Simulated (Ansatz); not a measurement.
# Bi (R-3m, 2 atoms in the cell) under uniaxial strain along c, part 2 of 2

Aim: how do the optical modes of Bi (R-3m, 2 atoms in the cell) shift and split under this strain?

Ansatz 0.2.0; DFT LDA, scalar-relativistic, plane waves, PAW; PAW set soft_1.

So far, highest optical mode at the zone centre (no LO-TO term) (cm⁻¹): step 4 (zone-centre response at rest) 99.6.

The database entry behind the starting cell lists a temperature near 78 K, so it need not match the best structure at ambient conditions.

## (5) Relaxation of a member: uniaxial strain of +4 % along c

The cell takes a uniaxial strain of +4 % along c. The strained length and the angles are held, while the rest of the cell and the atoms relax.

The input, input.yaml:

```yaml
crystal:
  lattice:
    - [2.2303314771, 1.2876824787, 3.9868996738]
    - [-2.2303314771, 1.2876824787, 3.9868996738]
    - [0.0, -2.5753649573, 3.9868996738]
  atoms:
    - { symbol: Bi, position: [0.2358038123, 0.235803813, 0.2358038123] }
    - { symbol: Bi, position: [0.7641961877, 0.764196187, 0.7641961877] }
  conventional_axes: [[1, -1, 0], [0, 1, -1], [1, 1, 1]]
kpoints:
  mp_grid: { grid: [12, 12, 12] }
hamiltonian:
  xc: lda
  pseudopotentials: { kind: paw, azcp: { folder: soft_1 }, xc_functional: pbe }
scf:
  occupations: { method: methfessel_paxton, width: 0.2 }
output:
  forces: true
  stress: true
  eigenvalues: true
relax:
  adjacent_minimum: "off"
  f_tol: 0.001
  max_steps: 60
  cell: { stress_tol: 0.01, fix: [c, angles] }
```

Command:

```sh
$ ansatz run input.yaml --threads 4 --pin off --max-ram 10240MiB --backend cpu --events-out ev --progress --plain --runs-dir out
```

Numbers of over 12 decimals in the logs are rounded to 6 here.

Log:

```text
[...]
k-point 475: bands = [... 11 lower, -0.3448, 9.1089, 9.3798, 9.3798, 10.5848, 10.5848, 10.6555, 16.8303]
--- Relaxed structure (4 steps of the walk, 4 accepted, 1 SCFs on fresh bases) ---
[...]
cell:  # Å, volume = 68.3834 Å³
    - [2.225165, 1.284700, 3.986900]
    - [-2.225165, 1.284700, 3.986900]
    - [-2.665778798542966e-19, -2.569399, 3.986900]
  atoms:
    - { symbol: Bi, position: [0.235342, 0.235342, 0.235342] }
    - { symbol: Bi, position: [0.764658, 0.764658, 0.764658] }
[key lines of the parts left out:]
SCF converged after 5 iterations
Free energy (F): -24175.675570 eV
Fermi energy:    9.849358 eV
P = ⅓ Tr σ = -0.4030 GPa (-4.030 kbar)
```

It took 39 s on 4 threads of Arm Neoverse V1, shared host; peak memory 0.76 GiB; 2.5 min of CPU time.

The steps of the relaxation:

| step | energy less that of the first step (eV) | largest force component (eV/Å) | pressure (GPa) | volume (Å³) |
| --- | --- | --- | --- | --- |
| 1 | 0.0000 | 0.0620 | -0.77 | 68.70 |
| 2 | -0.0004 | 0.0380 | -0.15 | 68.14 |
| 3 | -0.0007 | 0.0017 | -0.41 | 68.38 |
| 4 | -0.0007 | 0.0003 | -0.40 | 68.38 |
| 5* | -0.0007 | 0.0003 | -0.40 | 68.38 |

Relaxation steps marked * repeat the geometry before them on a plane-wave basis chosen anew for their cell, so energy and pressure can jump there.

| conventional cell, symmetrised | before | after | change |
| --- | --- | --- | --- |
| a (Å) | 4.461 | 4.450 | -0.2 % |
| b (Å) | 4.461 | 4.450 | -0.2 % |
| c (Å) | 11.961 | 11.961 | +0.0 % |
| volume (Å³/atom) | 34.35 | 34.19 | -0.5 % |

The relaxed structure:

```
Bi
1.0
     2.22517    1.28470    3.98690
    -2.22517    1.28470    3.98690
     0.00000   -2.56940    3.98690
Bi
2
Direct
  0.23534 0.23534 0.23534
  0.76466 0.76466 0.76466
```

Numbers from this step:

```yaml
pressure: -0.4030 GPa
volume_per_atom: 34.19 Å³
```

The largest force component left is 0.27 meV/Å.

## (6) Zone-centre modes of the member: uniaxial strain of +4 % along c

The zone-centre modes follow for uniaxial strain of +4 % along c.

input.yaml, the sections that differ from step 5:

```yaml
crystal:
  lattice:
    - [2.2251650897, 1.2846996636, 3.9868996738]
    - [-2.2251650897, 1.2846996636, 3.9868996738]
    - [0.0, -2.5693993271, 3.9868996738]
  atoms:
    - { symbol: Bi, position: [0.2353420463, 0.2353420458, 0.2353420463] }
    - { symbol: Bi, position: [0.7646579537, 0.7646579542, 0.7646579537] }
output:
  eigenvalues: true
phonons:
  method: dfpt
# kpoints, hamiltonian, scf: as in step 5
# relax: removed
```

Log:

```text
[...]
Crystal: 2 atoms, lattice volume = 68.383 Å³
Basis set: ecut = 420 eV, 1321 PW (Γ), exchange–correlation on 64×64×64 points (8 copies of the dense FFT grid, shifted against one another)
Bands: 19, of which v1, the nominal top of the filled ones, is band 15 counted from 1 (14 counted from 0)
Symmetry: 12 space group operations
k-points: 476 of 1728 (irreducible under 2 space group operations, time reversal used)
[...]
SCF iter   1: F=—  HF=-24175.701942 eV  |F-HF|=—  |Δ(HF+E_count)|=         —  Δρ=1.20e-2  dr2=8.65e-2  ethr=3.10e-3  ⟨swp⟩=5.4  Hψ=43705  notcnv=0
[...]
SCF iter  11: F=-24175.675571 eV  HF=-24175.675571 eV  |F-HF|=3.64e-12  |Δ(HF+E_count)|=  1.09e-11  S|Δr|=    0.00e0  Δρ=5.18e-8  dr2=2.05e-12  ethr=1.00e-12  ⟨swp⟩=5.8  Hψ=35452  notcnv=0
SCF 1 converged in 11 iterations: F = -24175.675571 eV  dr2 = 2.05e-12
[...]
SCF converged after 11 iterations
[...]
Free energy (F): -24175.675571 eV
[...]
Internal energy: -24175.676796 eV  (E = F + TS)
E sigma→0 (E₀):  -24175.675877 eV
Entropy (-TS):   0.001225 eV (0.613 meV/atom)
Fermi energy:    9.849358 eV
[...]
--- Band table (eV; the first three rows and the last of 476) ---
  k-point 0: bands = [... 11 lower, 2.3200, 8.0399, 8.7084, 8.7084, 12.4744, 12.8262, 12.8262, 15.3567]
  k-point 1: bands = [... 11 lower, 2.1644, 8.0898, 8.6782, 8.6994, 12.3642, 12.4807, 12.6529, 15.1765]
  k-point 2: bands = [... 11 lower, 1.7327, 8.1968, 8.6426, 8.6805, 11.6670, 12.1150, 12.2196, 14.9042]
  k-point 475: bands = [... 11 lower, -0.3448, 9.1089, 9.3798, 9.3798, 10.5848, 10.5848, 10.6555, 16.8303]
[...]
ASR residual: 3.455e-4 → 0.000e0 eV/Å²; symmetrization residual: 2.048e-5 eV/Å²
  ASR residual per site (eV/Å²): 3.46e-4 3.46e-4
  Γ frequencies (cm⁻¹): 0.00 0.00 0.00 76.47 76.47 104.69
[...]
```

Run time: 41 s. Hardware: 4 threads; peak memory 1.8 GiB.

Numbers from this step:

* sum-rule residual before enforcement: 3.46e-4 eV/Å²
* highest optical mode at the zone centre (no LO-TO term): 104.7 cm⁻¹
* lowest optical zone-centre mode: 76.47 cm⁻¹

Patterns of degenerate modes are one choice out of their space. Modes at Γ:

| mode | frequency (cm⁻¹) | symmetry |
| --- | --- | --- |
| 1 | 0.0 | acoustic |
| 2 | 0.0 | acoustic |
| 3 | 0.0 | acoustic |
| 4 | 76.5 | Eg |
| 5 | 76.5 | Eg |
| 6 | 104.7 | A1g |

Displacements in mode 4 (76.5 cm⁻¹), the largest set to 1:
```
Bi1  0.00  1.00  0.00
Bi2  0.00 -1.00  0.00
```

Displacements in mode 6 (104.7 cm⁻¹), the largest set to 1:
```
Bi1  0.00  0.00  1.00
Bi2  0.00  0.00 -1.00
```

The lowest optical mode is real, 76.5 cm⁻¹, and the highest lies at 104.7 cm⁻¹.

Between step 4 and this run (strain 4 %) the value for the highest optical mode at the zone centre (no LO-TO term) moves from 99.6 cm⁻¹ to 105 cm⁻¹ (+5 %).

## (7) A member of the series: uniaxial strain of -4 % along c

The cell takes a uniaxial strain of -4 % along c. The strained length and the angles are held, while the rest of the cell and the atoms relax.

input.yaml, the sections that differ from step 6:

```yaml
crystal:
  lattice:
    - [2.2659592033, 1.308252156, 3.6802150834]
    - [-2.2659592033, 1.308252156, 3.6802150834]
    - [0.0, -2.6165043119, 3.6802150834]
  atoms:
    - { symbol: Bi, position: [0.2384416037, 0.2384416025, 0.2384416037] }
    - { symbol: Bi, position: [0.7615583963, 0.7615583975, 0.7615583963] }
  conventional_axes: [[1, -1, 0], [0, 1, -1], [1, 1, 1]]
output:
  forces: true
  stress: true
  eigenvalues: true
relax:
  adjacent_minimum: "off"
  f_tol: 0.001
  max_steps: 60
  cell: { stress_tol: 0.01, fix: [c, angles] }
# kpoints, hamiltonian, scf: as in step 6
# phonons: removed
```

Log:

```text
[...]
Crystal: 2 atoms, lattice volume = 65.459 Å³
Basis set: ecut = 420 eV, 1243 PW (Γ)
Bands: 19, of which v1, the nominal top of the filled ones, is band 15 counted from 1 (14 counted from 0)
Symmetry: 4 space group operations
k-points: 476 of 1728
[...]
k-point 475: bands = [... 11 lower, -0.0241, 9.3877, 9.7102, 9.7102, 10.5673, 10.5673, 10.6418, 18.1702]
--- Relaxed structure (4 steps of the walk, 4 accepted, 1 SCFs on fresh bases) ---
[...]
cell:  # Å, volume = 65.8460 Å³
    - [2.272651, 1.312116, 3.680215]
    - [-2.272651, 1.312116, 3.680215]
    - [-1.5601246602018257e-18, -2.624231, 3.680215]
  atoms:
    - { symbol: Bi, position: [0.238865, 0.238865, 0.238865] }
    - { symbol: Bi, position: [0.761135, 0.761135, 0.761135] }
[key lines of the parts left out:]
SCF converged after 6 iterations
Free energy (F): -24175.673676 eV
Fermi energy:    10.370713 eV
P = ⅓ Tr σ = 0.4933 GPa (4.933 kbar)
```

It took 39 s on 4 threads; peak memory 0.73 GiB.

Relaxation path:

| step | energy less that of the first step (eV) | largest force component (eV/Å) | pressure (GPa) | volume (Å³) |
| --- | --- | --- | --- | --- |
| 1 | 0.0000 | 0.0467 | 0.92 | 65.46 |
| 2 | -0.0004 | 0.0217 | 0.22 | 66.12 |
| 3 | -0.0007 | 0.0004 | 0.49 | 65.86 |
| 4 | -0.0007 | 0.0004 | 0.49 | 65.85 |
| 5* | -0.0008 | 0.0004 | 0.49 | 65.85 |

Relaxation steps marked * repeat the geometry before them on a plane-wave basis chosen anew for their cell, so energy and pressure can jump there.

| conventional cell, symmetrised | before | after | change |
| --- | --- | --- | --- |
| a (Å) | 4.532 | 4.545 | +0.3 % |
| b (Å) | 4.532 | 4.545 | +0.3 % |
| c (Å) | 11.041 | 11.041 | -0.0 % |
| volume (Å³/atom) | 32.73 | 32.92 | +0.6 % |

The relaxed structure:

```xyz
2
Lattice="2.2727 1.3121 3.6802 -2.2727 1.3121 3.6802 0.0000 -2.6242 3.6802" Properties=species:S:1:pos:R:3 pbc="T T T"
Bi    0.0000    0.0000    2.6372
Bi    0.0000    0.0000    8.4034
```

Numbers from this step:

```yaml
pressure: 0.4933 GPa
volume_per_atom: 32.92 Å³
```

The largest force component left is 0.41 meV/Å.

## (8) Zone-centre modes of the member: uniaxial strain of -4 % along c

The zone-centre modes follow for uniaxial strain of -4 % along c.

input.yaml, the sections that differ from step 7:

```yaml
crystal:
  lattice:
    - [2.2726509844, 1.3121156576, 3.6802150834]
    - [-2.2726509844, 1.3121156576, 3.6802150834]
    - [0.0, -2.6242313152, 3.6802150834]
  atoms:
    - { symbol: Bi, position: [0.2388648931, 0.2388648928, 0.2388648931] }
    - { symbol: Bi, position: [0.7611351069, 0.7611351072, 0.7611351069] }
output:
  eigenvalues: true
phonons:
  method: dfpt
# kpoints, hamiltonian, scf: as in step 7
# relax: removed
```

Log:

```text
[...]
Crystal: 2 atoms, lattice volume = 65.846 Å³
Basis set: ecut = 420 eV, 1267 PW (Γ), exchange–correlation on 64×64×64 points (8 copies of the dense FFT grid, shifted against one another)
Bands: 19, of which v1, the nominal top of the filled ones, is band 15 counted from 1 (14 counted from 0)
Symmetry: 12 space group operations
k-points: 476 of 1728 (irreducible under 2 space group operations, time reversal used)
[...]
k-point 1: bands = [... 11 lower, 2.8573, 8.9081, 8.9572, 9.1694, 13.0742, 13.2624, 13.3735, 15.5527]
  k-point 2: bands = [... 11 lower, 2.3444, 8.9642, 9.1032, 9.2406, 12.4258, 12.7143, 12.8354, 15.3876]
  k-point 475: bands = [... 11 lower, -0.0241, 9.3877, 9.7102, 9.7102, 10.5673, 10.5673, 10.6418, 18.1702]
[...]
ASR residual: 3.882e-4 → 0.000e0 eV/Å²; symmetrization residual: 2.412e-5 eV/Å²
  ASR residual per site (eV/Å²): 3.88e-4 3.88e-4
  Γ frequencies (cm⁻¹): 0.00 0.00 0.00 46.34 46.34 92.34
[...]
[key lines of the parts left out:]
SCF converged after 11 iterations
Free energy (F): -24175.673677 eV
Fermi energy:    10.370714 eV
```

Wall time 39 s (4 threads); peak memory 1.7 GiB.

This step gave:

* sum-rule residual before enforcement: 3.88e-4 eV/Å²
* highest optical mode at the zone centre (no LO-TO term): 92.34 cm⁻¹
* lowest optical zone-centre mode: 46.34 cm⁻¹

Patterns of degenerate modes are one choice out of their space. Modes at Γ:

| mode | frequency (cm⁻¹) | symmetry |
| --- | --- | --- |
| 1 | 0.0 | acoustic |
| 2 | 0.0 | acoustic |
| 3 | 0.0 | acoustic |
| 4 | 46.3 | Eg |
| 5 | 46.3 | Eg |
| 6 | 92.3 | A1g |

Displacements in mode 5 (46.3 cm⁻¹), the largest set to 1:
```
Bi1  0.00  1.00  0.00
Bi2  0.00 -1.00  0.00
```

Displacements in mode 6 (92.3 cm⁻¹), the largest set to 1:
```
Bi1  0.00  0.00  1.00
Bi2  0.00  0.00 -1.00
```

The lowest optical mode is real, 46.3 cm⁻¹, and the highest lies at 92.3 cm⁻¹.

For the highest optical mode at the zone centre (no LO-TO term), step 4 gave 99.6 cm⁻¹; this run, with strain -4 %, gives 92.3 cm⁻¹ (-7 %).

## (9) All members side by side

The members are set side by side, also those not shown above.

Stress is positive in compression; energies are extrapolated to zero smearing, and E0 is that at rest; the edges not held and the atoms are relaxed in each cell; all runs use 12×12×12 k points and Methfessel-Paxton smearing of 0.2 eV. State of the crystal along the series:

| strain (%) | stress along the axis (GPa) | free strain along a (%) | free strain along b (%) | E - E0 (meV/atom) |
| --- | --- | --- | --- | --- |
| -4 | 1.481 | 1.145 | 1.145 | 6.09 |
| -3 | 1.095 | 0.8469 | 0.8469 | 3.364 |
| -2 | 0.718 | 0.5549 | 0.5549 | 1.467 |
| -1 | 0.3515 | 0.2754 | 0.2754 | 0.3565 |
| 0 | 0.002757 | 0 | 0 | 0 |
| 1 | -0.3355 | -0.2559 | -0.2559 | 0.3647 |
| 2 | -0.6524 | -0.5015 | -0.5015 | 1.408 |
| 3 | -0.9448 | -0.7387 | -0.7387 | 3.072 |
| 4 | -1.21 | -0.9686 | -0.9686 | 5.297 |

Optical modes are counted from below at rest and tracked from member to member by their patterns, and modes that stay within 0.3 cm⁻¹ of each other stand once; labels, where given, are those at rest; the edges not held and the atoms are relaxed in each cell; all runs use 12×12×12 k points and Methfessel-Paxton smearing of 0.2 eV. Optical modes along the series:

| strain (%) | optical mode 1 Eg (cm⁻¹) | optical mode 2 A1g (cm⁻¹) |
| --- | --- | --- |
| -4 | 46.34 | 92.34 |
| -3 | 52.09 | 94.61 |
| -2 | 56.52 | 96.45 |
| -1 | 60.51 | 98.08 |
| 0 | 64.24 | 99.58 |
| 1 | 67.6 | 101 |
| 2 | 70.7 | 102.3 |
| 3 | 73.63 | 103.5 |
| 4 | 76.47 | 104.7 |

Value and slope at zero strain of a cubic (a lower polynomial where under five rows exist) through the rows within 2 % of rest. Slopes at rest:

| mode | frequency (cm⁻¹) | shift per percent of strain (cm⁻¹) | shift per GPa of compressive stress (cm⁻¹) |
| --- | --- | --- | --- |
| optical mode 1 Eg | 64.2 | 3.55 | -10.31 |
| optical mode 2 A1g | 99.6 | 1.43 | -4.17 |

## (10) Outcome

```json
{"members": "9", "highest optical mode at the zone centre (no LO-TO term), at rest": "99.58 cm⁻¹", "Young’s modulus along c": "34.4 GPa", "optical mode 1 Eg, shift per percent": "3.55 cm⁻¹", "optical mode 2 A1g, shift per percent": "1.43 cm⁻¹"}
```

In words: The stress changes by 0.34 GPa for each percent, a Young’s modulus of 34 GPa along c. For each percent the free edge responds with -0.27 %. The fastest shift in the table of slopes is 3.5 cm⁻¹ for each percent (optical mode 1 Eg), or -10.3 cm⁻¹ for each GPa of compressive stress. For small strain, the measured shift of a line that Raman or infrared light can see, divided by its slope, estimates the stress, if the state of stress is of this kind. These are harmonic frequencies at zero temperature: anharmonic shifts, linewidths and thermal expansion are left out. Spin-orbit coupling is left out, which can matter for the heavy elements here. With no gap, or one that is small against the smearing, the frequencies hang on the k mesh and the smearing, most of all near Kohn anomalies. The PAW files were made for PBE; the program adapts parts of them to the functional of the run, but their partial waves stay those of PBE, an approximation that was not tested in this session. Only the zone centre was solved, so an instability at another wavevector cannot show here.

[Logs are printed without paths, hosts, clocks, repeated set-up lines and the standing remarks that a program may print on its own settings, such as how far it seeks lower states.]

[Hosts, paths, dates, database ids (printed as entryN), source tags and the programs' standing remarks are cut or masked in the printed files.]
